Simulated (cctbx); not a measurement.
**Interatomic vectors of MnTlBr3**

Space group R3m (no. 160), a = 7.9100 Å, b = 7.9100 Å, c = 9.6450 Å, α = 90.00°, β = 90.00°, γ = 120.00°, content Tl3 Br9 Mn3.

Simulated single-crystal data (cctbx): Mo Kα, λ = 0.71073 Å, to d = 0.65 Å, 80 % of the full sphere, strongest reflection 70000 counts, noise from counting, a 3 % proportional error and a noise floor of 2 counts (s.d.); no absorption.

Patterson synthesis, origin scaled to 1000:

```text
Patterson group R -3 m :H
      u       v       w   height  length (A)
  0.000   0.000   0.000   1000.0     0.00
  0.000   0.500   0.000    668.2     3.96
  0.000   0.000   0.500    327.3     4.82
  0.000   0.500   0.500    127.2     6.24
  0.038   0.075   0.082     20.8     0.94
  0.000   0.119   0.000     19.4     0.95
  0.000   0.000   0.102     16.6     0.98
  0.034   0.067   0.914     16.3     0.95
  0.000   0.093   0.067     15.6     0.97
  0.068   0.136   0.984     14.7     0.94
  0.074   0.537   0.919     14.3     4.06
  0.061   0.122   0.048     14.2     0.96
  0.000   0.383   0.000     13.1     3.03
  0.033   0.461   0.080     13.1     3.61
```

Q: Assign the vectors.

A peak at u stands for all pairs with xi − xj = u, with weight Σ ZiZj against Σ Z² = 32583 at the origin. Peak heights follow these weights only roughly, since form factors, motion and series ripples differ, all vectors within 0.55 Å of a peak are counted as merged into it though the farther ones add only part of their weight, and F(000) is left out, which lowers the whole map:

| u | v | w | shortest length (Å) | height | 1000 ΣZiZj/ΣZ² | pairs in the cell |
| --- | --- | --- | --- | --- | --- | --- |
| 0.000 | 0.500 | 0.000 | 3.94 | 668 | 748 | 6 × Tl–Br, 6 × Br–Br |
| 0.000 | 0.000 | 0.500 | 4.82 | 327 | 373 | 6 × Tl–Mn |
| 0.000 | 0.500 | 0.500 | 2.79 | 127 | 161 | 6 × Br–Mn |

The table stops at ten peaks or at a height of 45, below which ripples compete. In the model behind the data Tl, the heaviest element, has 1 independent site: (0, 0, 0.0077), up to an allowed shift of origin. No listed peak is a Tl–Tl vector, so the position follows from the cell content and the cross vectors. The whole model:

```csv
atom,mult.,x,y,z,Ueq (Å²)
Tl1,3,0,0,0.0077,0.0067
Br1,9,0.6584,0.8292,0.3428,0.0092
Mn1,3,0,0,0.5119,0.0090
```

This is a model crystal, built by substitution and not relaxed, with assumed displacement parameters.

[Logs are printed without paths, hosts, clocks, repeated set-up lines and the standing remarks that a program may print on its own settings, such as how far it seeks lower states.]
